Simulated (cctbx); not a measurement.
# CaNi3PbSe2: solution and refinement

Cell a = 5.7240 Å, b = 5.7240 Å, c = 14.2740 Å, α = 90.00°, β = 90.00°, γ = 120.00°; space group R-3m (no. 166); content Pb3 Se6 Ni9 Ca3.

Simulated single-crystal data (cctbx): Ga Kα, λ = 1.3414 Å, to d = 0.83 Å, 70 % of the full sphere, strongest reflection 5000 counts, noise from counting, a 6 % proportional error and a noise floor of 2 counts (s.d.); no absorption.

1 earlier start (other random phases, and plain and normalised amplitudes in turn) led nowhere (symmetry correlation 0.90).

Charge flipping in P1 on plain amplitudes to 0.83 Å, δ = 1.2 σ, 20 % of the reflections treated as weak, 600 cycles:

```text
cycle      R  skewness
    0  0.521     0.57
   50  0.281     3.63
  100  0.231     4.48
  150  0.230     4.34
  200  0.254     4.24
  250  0.250     4.01
  300  0.271     3.78
  350  0.254     4.72
  400  0.252     4.21
  450  0.252     4.04
  500  0.252     3.91
  550  0.237     4.00
origin shift          correlation  skewness
 0.276  0.579  0.226      0.868      4.82
 0.289  0.583  0.087      0.868      3.23
 0.289  0.596  0.463      0.867      2.13
 0.124  0.674  0.428      0.853      1.75
taken: symmetry correlation 0.868, skewness 4.82
peak      x       y       z  mult  height/sigma
Q1    0.0000  0.0000  0.5000    3     18.7
Q2    0.0000  0.5000  0.0000    9      6.0
Q3    0.0000  0.0000  0.2125    6      5.5
Q4    0.0000  0.0000  0.3684    6      2.7
Q5    0.1209  0.2418  0.0393   18      2.5
Q6    0.0000  0.0000  0.0000    3      2.3
Q7    0.0000  0.5000  0.5000    9      2.1
Q8    0.0000  0.0000  0.0859    6      1.9
Q9    0.1076  0.2152  0.5743   18      1.7
```

The origin is taken among those within 0.04 of the best correlation, by the skewness of the map.

Run time: 0.36 s on 1 thread of Arm Neoverse V2, with other jobs on the host, peak memory 0.08 GiB.

**Question.** Which peaks are atoms, and which elements?

Heights follow Z only loosely here, so the multiplicities, which must add up to the content, decide. First model: Q1 = Pb1 (3 in the cell, height 18.7), Q2 = Ni1 (9 in the cell, height 6.0), Q3 = Se1 (6 in the cell, height 5.5) and Q6 = Ca1 (3 in the cell, height 2.3). Against the true structure, Q1 is Pb, Q2 is Ni, Q3 is Se and Q6 is Ca; the other peaks are not atoms.

Least squares on F², isotropic:

```text
Rint 0.051, 107 unique reflections to 0.84 A
cycle     R1     wR2    GooF  max shift (A)
   1  0.1250  0.3323   8.965   0.10073
   2  0.0153  0.0332   0.896   0.00001
final R1 0.0153 wR2 0.0332 GooF 0.896  parameters 5  data/parameter 21.4
atom        x        y        z      Ueq    occ   su(xyz)  su(Uiso or U11)
Pb1    0.00000  0.00000  0.50000   0.0152  1.000  0.00000  0.0002
Ni1    0.00000  0.50000  0.00000   0.0227  1.000  0.00000  0.0003
Se1    0.00000  0.00000  0.21956   0.0183  1.000  0.00007  0.0003
Ca1    0.00000  0.00000  0.00000   0.0242  1.000  0.00000  0.0006
difference map: max 1.07 min -0.61 rms 0.17
Q1    0.0000  0.0000  0.4635    6    1.11  0.52 A from Pb1
Q2    0.0000  0.0000  0.3377    6    0.64  1.65 A from Ni1
Q3    0.0704  0.1408  0.9631   18    0.55  0.87 A from Ca1
Q4    0.0000  0.0000  0.3843    6    0.50  1.65 A from Pb1
Q5    0.1131  0.2262  0.0453   18    0.46  1.29 A from Ca1
```

Anisotropic refinement:

```text
Rint 0.051, 107 unique reflections to 0.84 A
cycle     R1     wR2    GooF  max shift (A)
   1  0.0153  0.0332   0.923   0.00032
   2  0.0135  0.0294   0.819   0.00000
final R1 0.0135 wR2 0.0294 GooF 0.819  parameters 11  data/parameter 9.7
atom        x        y        z      Ueq    occ   su(xyz)  su(Uiso or U11)
Pb1    0.00000  0.00000  0.50000   0.0152  1.000  0.00000  0.0002
Ni1    0.00000  0.50000  0.00000   0.0227  1.000  0.00000  0.0005
Se1    0.00000  0.00000  0.21958   0.0183  1.000  0.00007  0.0003
Ca1    0.00000  0.00000  0.00000   0.0243  1.000  0.00000  0.0008
difference map: max 0.69 min -0.57 rms 0.17
Q1    0.0000  0.0000  0.3458    6    0.69  1.66 A from Ni1
Q2    0.0729  0.1459  0.9639   18    0.52  0.89 A from Ca1
Q3    0.1127  0.2254  0.0457   18    0.42  1.29 A from Ca1
Q4    0.1026  0.2051  0.5338   18    0.34  1.13 A from Pb1
Q5    0.9927  0.4051  0.1420   36    0.30  1.75 A from Se1
Q6    0.1010  0.2020  0.6937   18    0.28  1.49 A from Ni1
```

**Reading.** The refinement ends at R1 = 0.0135, wR2 = 0.0294, GooF = 0.82, with difference density between -0.57 and 0.69 e/Å³. Every site matches the true model in element, within 0.001 Å r.m.s., up to an allowed shift of origin.

True model:

| atom | mult. | x | y | z | Ueq (Å²) |
| --- | --- | --- | --- | --- | --- |
| Pb1 | 3 | 0 | 0 | 0 | 0.0149 |
| Se1 | 6 | 2/3 | 1/3 | 0.0528 | 0.0180 |
| Ni1 | 9 | 5/6 | 1/6 | 1/6 | 0.0225 |
| Ca1 | 3 | 1/3 | 2/3 | 1/6 | 0.0239 |

This is a model crystal, built by substitution and not relaxed, with assumed displacement parameters.

[Middle refinement cycles are left out of these outputs.]

[Logs are printed without paths, hosts, clocks, repeated set-up lines and the standing remarks that a program may print on its own settings, such as how far it seeks lower states.]
